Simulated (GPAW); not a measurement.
## B/Pd(100) in an electric field

Aim: the dipole that a field along the normal induces in B/Pd(100).

Calculated with GPAW 26.7.0; GPAW, PAW setups; slab in vacuum, relaxation, in the first sound run; inputs show where later runs differ.

Most raw output is cut from this account.

## (1) Set-up

The cell holds 5 atoms: 4 Pd and 1 B. Its edges and angles: a = 2.751 Å, b = 2.751 Å, c = 26.065 Å, α = 90.0°, β = 90.0°, γ = 90.0°. Vacuum lies along c.

As a file:

```
Pd B
1.0
     2.75065    0.00000    0.00000
     0.00000    2.75065    0.00000
     0.00000    0.00000   26.06500
Pd B
4 1
Direct
  0.50000 0.50000 0.34529
  0.00000 0.00000 0.41991
  0.50000 0.50000 0.49453
  0.00000 0.00000 0.56915
  0.00000 0.00000 0.65471
```

## (2) Relaxing the atoms

Forces are removed first; all later runs use this geometry. The lowest 2 atoms are held at bulk positions and keep their forces.

Input file run.py:

```python
import json
import numpy as np
from ase import Atoms
from ase.constraints import FixAtoms
from ase.optimize import BFGS
from gpaw import GPAW, PW

slab = Atoms(
    ['Pd', 'Pd', 'Pd', 'Pd', 'B'],
    positions=[
        [1.37532, 1.37532, 9.00000],
        [0.00000, 0.00000, 10.94500],
        [1.37532, 1.37532, 12.89000],
        [0.00000, 0.00000, 14.83500],
        [0.00000, 0.00000, 17.06500]],
    cell=[[2.75065, 0.0, 0.0], [0.0, 2.75065, 0.0], [0.0, 0.0, 26.065]],
    pbc=[True, True, False])

slab.calc = GPAW(mode=PW(500), xc='PBE', kpts={'size': (11, 11, 1), 'gamma': True},
                 occupations={'name': 'fermi-dirac', 'width': 0.1}, nbands='200%',
                 convergence={'density': 1e-05}, maxiter=200,
                 poissonsolver={'dipolelayer': 'xy'},
                 symmetry={'tolerance': 1e-3, 'extra_ids': [1, 1, 0, 0, 0]}, txt='slab.txt')
result = {}
slab.set_constraint(FixAtoms([0, 1]))
path = []
opt = BFGS(slab, maxstep=0.2)
opt.attach(lambda: path.append((slab.get_potential_energy(), slab.positions.tolist(), slab.get_forces().tolist())))
result['relaxed'] = bool(opt.run(fmax=0.03, steps=40))
result['path'] = path
energy = slab.get_potential_energy()
fermi = slab.calc.get_fermi_level()
v = slab.calc.get_electrostatic_potential().mean((0, 1)) - fermi
n = slab.calc.get_pseudo_density().mean((0, 1))
L = slab.cell[2, 2]
z = np.arange(len(v)) * L / len(v)
low, high = slab.positions[:, 2].min(), slab.positions[:, 2].max()
below, above = np.interp([low - 6.8, high + 6.8], z, v)
slopes = [np.interp(x, z, np.gradient(v, z)) for x in (low - 6.8, high + 6.8)]
eps = np.array([[slab.calc.get_eigenvalues(k, s) for k in range(len(slab.calc.get_ibz_k_points()))]
                for s in range(slab.calc.get_number_of_spins())]) - fermi
top, bottom = eps[eps < 0].max(), eps[eps > 0].min()
dipole = slab.get_dipole_moment()[2]
print(f'energy {energy:.4f} eV, Fermi level {fermi:.4f} eV, dipole {dipole:.5f} e A')
print(f'potential 6.8 A off the faces, from the Fermi level: lower {below:.4f} eV, upper {above:.4f} eV')
print(f'slope of the potential there: lower {slopes[0]:.5f}, upper {slopes[1]:.5f} eV/A')
print(f'nearest levels on the mesh: {top:.4f} and {bottom:.4f} eV')
print('magnetic moment', round(slab.get_magnetic_moment(), 3))
result.update(energy=energy, fermi=fermi, dipole=dipole, below=below, above=above, slopes=slopes, edges=[top, bottom],
              z=z.tolist(), v=v.tolist(), n=n.tolist(), positions=slab.positions.tolist(),
              forces=slab.get_forces(apply_constraint=False).tolist(), moments=slab.get_magnetic_moments().tolist())
json.dump(result, open('result.json', 'w'))
```

Started as:

```console
> OMP_NUM_THREADS=1 OPENBLAS_NUM_THREADS=1 python run.py
```

It took 29 min on 1 thread of Arm Neoverse V2, shared host; peak memory 0.33 GiB.

Relaxation path:

| step | energy less that of the first step (eV) | largest force (eV/Å) |
| --- | --- | --- |
| 1 | 0.0000 | 2.4692 |
| 2 | -0.1420 | 2.2778 |
| 3 | -0.5241 | 1.5240 |
| 4 | -0.5343 | 0.9381 |
| 5 | -0.5720 | 0.4939 |
| 6 | -0.5795 | 0.4417 |
| 7 | -0.5845 | 0.3429 |
| 8 | -0.5926 | 0.0729 |
| 9 | -0.5926 | 0.0289 |

The atoms that moved most (Å):

| atom | dx | dy | dz | length |
| --- | --- | --- | --- | --- |
| Pd4 | 0.000 | 0.000 | 0.190 | 0.190 |
| B5 | 0.000 | 0.000 | -0.181 | 0.181 |
| Pd3 | 0.000 | 0.000 | 0.075 | 0.075 |

The relaxed structure:

```xyz
5
Lattice="2.7506 0.0000 0.0000 0.0000 2.7506 0.0000 0.0000 0.0000 26.0650" Properties=species:S:1:pos:R:3
Pd    1.3753    1.3753    9.0000
Pd    0.0000    0.0000   10.9450
Pd    1.3753    1.3753   12.9647
Pd    0.0000    0.0000   15.0246
B     0.0000    0.0000   16.8840
```

Numbers from this step:

```yaml
dipole_along_the_normal: -0.02870 e·Å
levels_nearest_the_fermi_level_on_the_mesh: -0.003677, 0.02571 eV from the Fermi level
upper_work_function: 5.779 eV
lower_work_function: 5.084 eV
```

The electrostatic potential energy of an electron (without an applied field's), less the Fermi level, planar mean by z:

| z (Å) | electrostatic potential energy of an electron (without an applied field's), less the Fermi level, planar mean (eV) |
| --- | --- |
| 0.0 | 5.43 |
| 0.5 | 5.08 |
| 1.0 | 5.08 |
| 1.5 | 5.08 |
| 2.0 | 5.08 |
| 2.5 | 5.08 |
| 3.0 | 5.08 |
| 3.5 | 5.08 |
| 4.0 | 5.08 |
| 4.5 | 5.08 |
| 5.0 | 5.08 |
| 5.5 | 5.08 |
| 6.0 | 5.07 |
| 6.5 | 5.03 |
| 7.0 | 4.87 |
| 7.5 | 4.25 |
| 8.0 | 1.81 |
| 8.5 | -7.68 |
| 9.0 | -19.2 |
| 9.5 | -7.98 |
| 10.0 | -1.13 |
| 10.5 | -9.79 |
| 11.0 | -19.2 |
| 11.5 | -6.58 |
| 12.0 | -0.637 |
| 12.5 | -9.13 |
| 13.0 | -19.3 |
| 13.5 | -7.24 |
| 14.0 | -0.629 |
| 14.5 | -7.72 |
| 15.0 | -19.5 |
| 15.5 | -9.04 |
| 16.0 | 0.293 |
| 16.5 | -3.39 |
| 17.0 | -8.97 |
| 17.5 | 0.696 |
| 18.0 | 4.46 |
| 18.5 | 5.46 |
| 19.0 | 5.70 |
| 19.5 | 5.76 |
| 20.0 | 5.77 |
| 20.5 | 5.78 |
| 21.0 | 5.78 |
| 21.5 | 5.78 |
| 22.0 | 5.78 |
| 22.5 | 5.78 |
| 23.0 | 5.78 |
| 23.5 | 5.78 |
| 24.0 | 5.78 |
| 24.5 | 5.78 |
| 25.0 | 5.78 |
| 25.5 | 5.78 |

The pseudo valence density, planar mean by z:

| z (Å) | pseudo valence density, planar mean (e/Å³) |
| --- | --- |
| 5.5 | 1.7e-4 |
| 6.0 | 6.0e-4 |
| 6.5 | 0.00228 |
| 7.0 | 0.00873 |
| 7.5 | 0.0344 |
| 8.0 | 0.158 |
| 8.5 | 0.731 |
| 9.0 | 2.28 |
| 9.5 | 0.801 |
| 10.0 | 0.361 |
| 10.5 | 0.963 |
| 11.0 | 2.36 |
| 11.5 | 0.677 |
| 12.0 | 0.323 |
| 12.5 | 0.892 |
| 13.0 | 2.29 |
| 13.5 | 0.687 |
| 14.0 | 0.300 |
| 14.5 | 0.706 |
| 15.0 | 2.31 |
| 15.5 | 0.829 |
| 16.0 | 0.297 |
| 16.5 | 0.258 |
| 17.0 | 0.213 |
| 17.5 | 0.161 |
| 18.0 | 0.0559 |
| 18.5 | 0.0146 |
| 19.0 | 0.00356 |
| 19.5 | 8.2e-4 |
| 20.0 | 2.0e-4 |

The relaxation lowered the energy of the cell by 0.593 eV (energies extrapolated to zero smearing; the optimiser's log prints free energies). The largest force left on a free atom is 0.029 eV/Å.

## (3) Plane waves, PBE

With the geometry fixed, the planar mean of the potential gives the vacuum level on each side.

This step: GPAW, PAW setups; slab in vacuum (GPAW 26.7.0).

Edit run.py of step 2 so:

```diff
@@ -3,4 +3,2 @@
 from ase import Atoms
-from ase.constraints import FixAtoms
-from ase.optimize import BFGS
 from gpaw import GPAW, PW
@@ -12,5 +10,5 @@
         [0.00000, 0.00000, 10.94500],
-        [1.37532, 1.37532, 12.89000],
-        [0.00000, 0.00000, 14.83500],
-        [0.00000, 0.00000, 17.06500]],
+        [1.37532, 1.37532, 12.96469],
+        [-0.00000, 0.00000, 15.02456],
+        [0.00000, 0.00000, 16.88405]],
     cell=[[2.75065, 0.0, 0.0], [0.0, 2.75065, 0.0], [0.0, 0.0, 26.065]],
@@ -22,10 +20,4 @@
                  poissonsolver={'dipolelayer': 'xy'},
-                 symmetry={'tolerance': 1e-3, 'extra_ids': [1, 1, 0, 0, 0]}, txt='slab.txt')
+                 symmetry={'tolerance': 1e-3}, txt='slab.txt')
 result = {}
-slab.set_constraint(FixAtoms([0, 1]))
-path = []
-opt = BFGS(slab, maxstep=0.2)
-opt.attach(lambda: path.append((slab.get_potential_energy(), slab.positions.tolist(), slab.get_forces().tolist())))
-result['relaxed'] = bool(opt.run(fmax=0.03, steps=40))
-result['path'] = path
 energy = slab.get_potential_energy()
```

It took 6.2 min on 1 thread; peak memory 0.32 GiB.

Numbers from this step:

* dipole along the normal: -0.02905 e·Å
* levels nearest the Fermi level on the mesh: -0.003702, 0.02567 eV from the Fermi level

The electrostatic potential energy of an electron (without an applied field's), less the Fermi level, planar mean oscillates, so the rows of the table below give means over windows of 2.03 Å about each position, cut where the curve ends. Its maxima inside the range that stand out by 2 % of the span (Å: eV): 9.9: -1.04, 12.0: -0.532, 14.0: -0.623, 16.1: 0.549. Its minima: 9.0: -19.3, 10.9: -19.4, 12.9: -19.4, 15.1: -19.6, 16.9: -10.0.

Electrostatic potential energy of an electron (without an applied field's), less the Fermi level, planar mean against z; means over each step:

z (Å), electrostatic potential energy of an electron (without an applied field's), less the Fermi level, planar mean (eV) and a bar from the least value:
```
     1.01        5.1 #############################
     3.04        5.1 #############################
     5.08        5.1 #############################
     7.11        4.3 ###########################
     9.14       -8.7 
    11.17       -9.0 
    13.20       -9.0 
    15.23       -8.9 
    17.26       -1.7 ###############
    19.29        5.7 ##############################
    21.32        5.8 ##############################
    23.35        5.8 ##############################
    25.38        5.8 ##############################
```

The pseudo valence density, planar mean oscillates, so the rows of the table below give means over windows of 1.93 Å about each position, cut where the curve ends. Its maxima inside the range that stand out by 2 % of the span (Å: e/Å³): 9.1: 2.33, 11.0: 2.36, 12.9: 2.40, 15.1: 2.40. Its minima: 10.0: 0.357, 12.0: 0.315, 14.1: 0.298.

Table of pseudo valence density, planar mean by z; means over each step:

z (Å), pseudo valence density, planar mean (e/Å³) and a bar:
```
     4.83       0.00 
     6.76       0.01 
     8.69       1.02 ############################
    10.62       1.09 ##############################
    12.55       1.07 #############################
    14.48       1.03 #############################
    16.41       0.32 #########
    18.34       0.05 #
    20.27       0.00 
    22.20       0.00
```

Force by atom:

| atom | x (eV/Å) | y (eV/Å) | z (eV/Å) | size |
| --- | --- | --- | --- | --- |
| Pd1 | 0.000 | 0.000 | -0.185 | 0.185 |
| Pd2 | 0.000 | 0.000 | 0.139 | 0.139 |
| Pd3 | 0.000 | 0.000 | 0.005 | 0.005 |
| Pd4 | 0.000 | 0.000 | 0.012 | 0.012 |
| B5 | 0.000 | 0.000 | 0.030 | 0.030 |

The potential is flat to 4.9e-5 eV/Å where it is read, so the vacuum is wide enough.

## (4) Field on

A uniform field along the normal polarises the slab; the atoms stay fixed, so this is the electronic response alone.

Edit run.py of step 3 so:

```diff
@@ -4,2 +4,3 @@
 from gpaw import GPAW, PW
+from gpaw.external import ConstantElectricField
 
@@ -20,2 +21,3 @@
                  poissonsolver={'dipolelayer': 'xy'},
+                 external=ConstantElectricField(-0.2, [0, 0, 1]),
                  symmetry={'tolerance': 1e-3}, txt='slab.txt')
```

It took 11 min on 1 thread; peak memory 0.62 GiB.

This step gave:

```
dipole along the normal                                         : -0.1178 e·Å
levels nearest the Fermi level on the mesh                      : -0.002994, 0.02616 eV from the Fermi level
potential below the slab, the applied field's own ramp left out : 3.973 eV from the Fermi level
potential above the slab, the applied field's own ramp left out : 6.790 eV from the Fermi level
```

The electrostatic potential energy of an electron (without an applied field's), less the Fermi level, planar mean oscillates, so the rows of the table below give means over windows of 2.08 Å about each position, cut where the curve ends. Its maxima inside the range that stand out by 2 % of the span (Å: eV): 9.9: -1.66, 12.0: -0.745, 14.0: -0.431, 16.1: 1.17, 22.6: 6.79. Its minima: 9.0: -20.1, 10.9: -19.8, 12.9: -19.5, 15.1: -19.2, 16.9: -9.27.

Electrostatic potential energy of an electron (without an applied field's), less the Fermi level, planar mean against z; means over each step:

| z (Å) | electrostatic potential energy of an electron (without an applied field's), less the Fermi level, planar mean (eV) |
| --- | --- |
| 1.04 | 4.10 |
| 3.12 | 3.97 |
| 5.20 | 3.97 |
| 7.28 | 2.62 |
| 9.36 | -9.67 |
| 11.44 | -9.25 |
| 13.52 | -8.83 |
| 15.60 | -7.79 |
| 17.68 | 0.971 |
| 19.76 | 6.76 |
| 21.84 | 6.79 |
| 23.92 | 6.79 |

Force by atom:

| atom | x (eV/Å) | y (eV/Å) | z (eV/Å) | size |
| --- | --- | --- | --- | --- |
| Pd1 | 0.000 | 0.000 | -0.186 | 0.186 |
| Pd2 | 0.000 | 0.000 | 0.136 | 0.136 |
| Pd3 | 0.000 | 0.000 | 0.003 | 0.003 |
| Pd4 | 0.000 | 0.000 | 0.009 | 0.009 |
| B5 | 0.000 | 0.000 | 0.035 | 0.035 |

The dipole is now -0.118 e Å, against -0.029 in the run without a field.

## (5) Field on

Edit run.py of step 4 so:

```diff
@@ -21,3 +21,3 @@
                  poissonsolver={'dipolelayer': 'xy'},
-                 external=ConstantElectricField(-0.2, [0, 0, 1]),
+                 external=ConstantElectricField(-0.1, [0, 0, 1]),
                  symmetry={'tolerance': 1e-3}, txt='slab.txt')
```

The job ended after 12 min (1 thread; peak memory 0.63 GiB).

Numbers from this step:

```yaml
dipole_along_the_normal: -0.07346 e·Å
levels_nearest_the_fermi_level_on_the_mesh: -0.003315, 0.02592 eV from the Fermi level
potential_below_the_slab_the_applied_field_s_own_ramp_left_out: 4.527 eV from the Fermi level
potential_above_the_slab_the_applied_field_s_own_ramp_left_out: 6.284 eV from the Fermi level
```

The electrostatic potential energy of an electron (without an applied field's), less the Fermi level, planar mean oscillates, so the rows of the table below give means over windows of 2.03 Å about each position, cut where the curve ends. Its maxima inside the range that stand out by 2 % of the span (Å: eV): 9.9: -1.35, 12.0: -0.638, 14.0: -0.527, 16.1: 0.858, 21.8: 6.28. Its minima: 9.0: -19.7, 10.9: -19.6, 12.9: -19.4, 15.1: -19.4, 16.9: -9.65.

The electrostatic potential energy of an electron (without an applied field's), less the Fermi level, planar mean by z; means over each step:

z (Å), electrostatic potential energy of an electron (without an applied field's), less the Fermi level, planar mean (eV) and a bar from the least value:
```
     1.01        4.6 ###########################
     3.04        4.5 ###########################
     5.08        4.5 ###########################
     7.11        3.7 #########################
     9.14       -9.1 
    11.17       -9.1 
    13.20       -9.0 
    15.23       -8.7 #
    17.26       -1.2 ###############
    19.29        6.2 ##############################
    21.32        6.3 ##############################
    23.35        6.3 ##############################
    25.38        6.2 ##############################
```

Force by atom:

| atom | x (eV/Å) | y (eV/Å) | z (eV/Å) | size |
| --- | --- | --- | --- | --- |
| Pd1 | 0.000 | 0.000 | -0.184 | 0.184 |
| Pd2 | 0.000 | 0.000 | 0.139 | 0.139 |
| Pd3 | 0.000 | 0.000 | 0.004 | 0.004 |
| Pd4 | 0.000 | 0.000 | 0.009 | 0.009 |
| B5 | 0.000 | 0.000 | 0.031 | 0.031 |

The dipole is now -0.0735 e Å, against -0.029 in the run without a field.

## (6) In a field

Edit run.py of step 5 so:

```diff
@@ -21,3 +21,3 @@
                  poissonsolver={'dipolelayer': 'xy'},
-                 external=ConstantElectricField(-0.1, [0, 0, 1]),
+                 external=ConstantElectricField(-0.05, [0, 0, 1]),
                  symmetry={'tolerance': 1e-3}, txt='slab.txt')
```

Elapsed: 12 min, on 1 thread; peak memory 0.63 GiB.

## (7) In a field

Edit run.py of step 6 so:

```diff
@@ -21,3 +21,3 @@
                  poissonsolver={'dipolelayer': 'xy'},
-                 external=ConstantElectricField(-0.05, [0, 0, 1]),
+                 external=ConstantElectricField(0.05, [0, 0, 1]),
                  symmetry={'tolerance': 1e-3}, txt='slab.txt')
```

Wall time 11 min (1 thread); peak memory 0.63 GiB.

Table of electrostatic potential energy of an electron (without an applied field's), less the Fermi level, planar mean by z:

z (Å), electrostatic potential energy of an electron (without an applied field's), less the Fermi level, planar mean (eV) and a bar from the least value:
```
      0.0        5.4 ##############################
      0.5        5.4 ##############################
      1.0        5.4 ##############################
      1.5        5.4 ##############################
      2.0        5.4 ##############################
      2.5        5.4 ##############################
      3.0        5.4 ##############################
      3.5        5.4 ##############################
      4.0        5.4 ##############################
      4.5        5.4 ##############################
      5.0        5.4 ##############################
      5.5        5.4 ##############################
      6.0        5.3 ##############################
      6.5        5.3 ##############################
      7.0        5.1 ##############################
      7.5        4.5 #############################
      8.0        2.1 ##########################
      8.5       -7.5 ###############
      9.0      -19.0 #
      9.5       -7.8 ##############
     10.0       -1.0 ######################
     10.5       -9.7 ############
     11.0      -19.1 #
     11.5       -6.5 ################
     12.0       -0.6 #######################
     12.5       -9.1 #############
     13.0      -19.3 
     13.5       -7.3 ###############
     14.0       -0.7 #######################
     14.5       -7.8 ##############
     15.0      -19.6 
     15.5       -9.2 ############
     16.0        0.1 ########################
     16.5       -3.6 ###################
     17.0       -9.2 ############
     17.5        0.5 ########################
     18.0        4.2 ############################
     18.5        5.2 ##############################
     19.0        5.5 ##############################
     19.5        5.5 ##############################
     20.0        5.5 ##############################
     20.5        5.5 ##############################
     21.0        5.5 ##############################
     21.5        5.5 ##############################
     22.0        5.5 ##############################
     22.5        5.5 ##############################
     23.0        5.5 ##############################
     23.5        5.5 ##############################
     24.0        5.5 ##############################
     24.5        5.5 ##############################
     25.0        5.5 ##############################
     25.5        5.5 ##############################
```

## (8) In a field

Edit run.py of step 7 so:

```diff
@@ -21,3 +21,3 @@
                  poissonsolver={'dipolelayer': 'xy'},
-                 external=ConstantElectricField(0.05, [0, 0, 1]),
+                 external=ConstantElectricField(0.1, [0, 0, 1]),
                  symmetry={'tolerance': 1e-3}, txt='slab.txt')
```

The job ended after 11 min (1 thread; peak memory 0.63 GiB).

(Part 1 of 2 ends here.)

[Logs are printed without paths, hosts, clocks, repeated set-up lines and the standing remarks that a program may print on its own settings, such as how far it seeks lower states.]

[Hosts, paths, dates, database ids (printed as entryN), source tags and the programs' standing remarks are cut or masked in the printed files.]
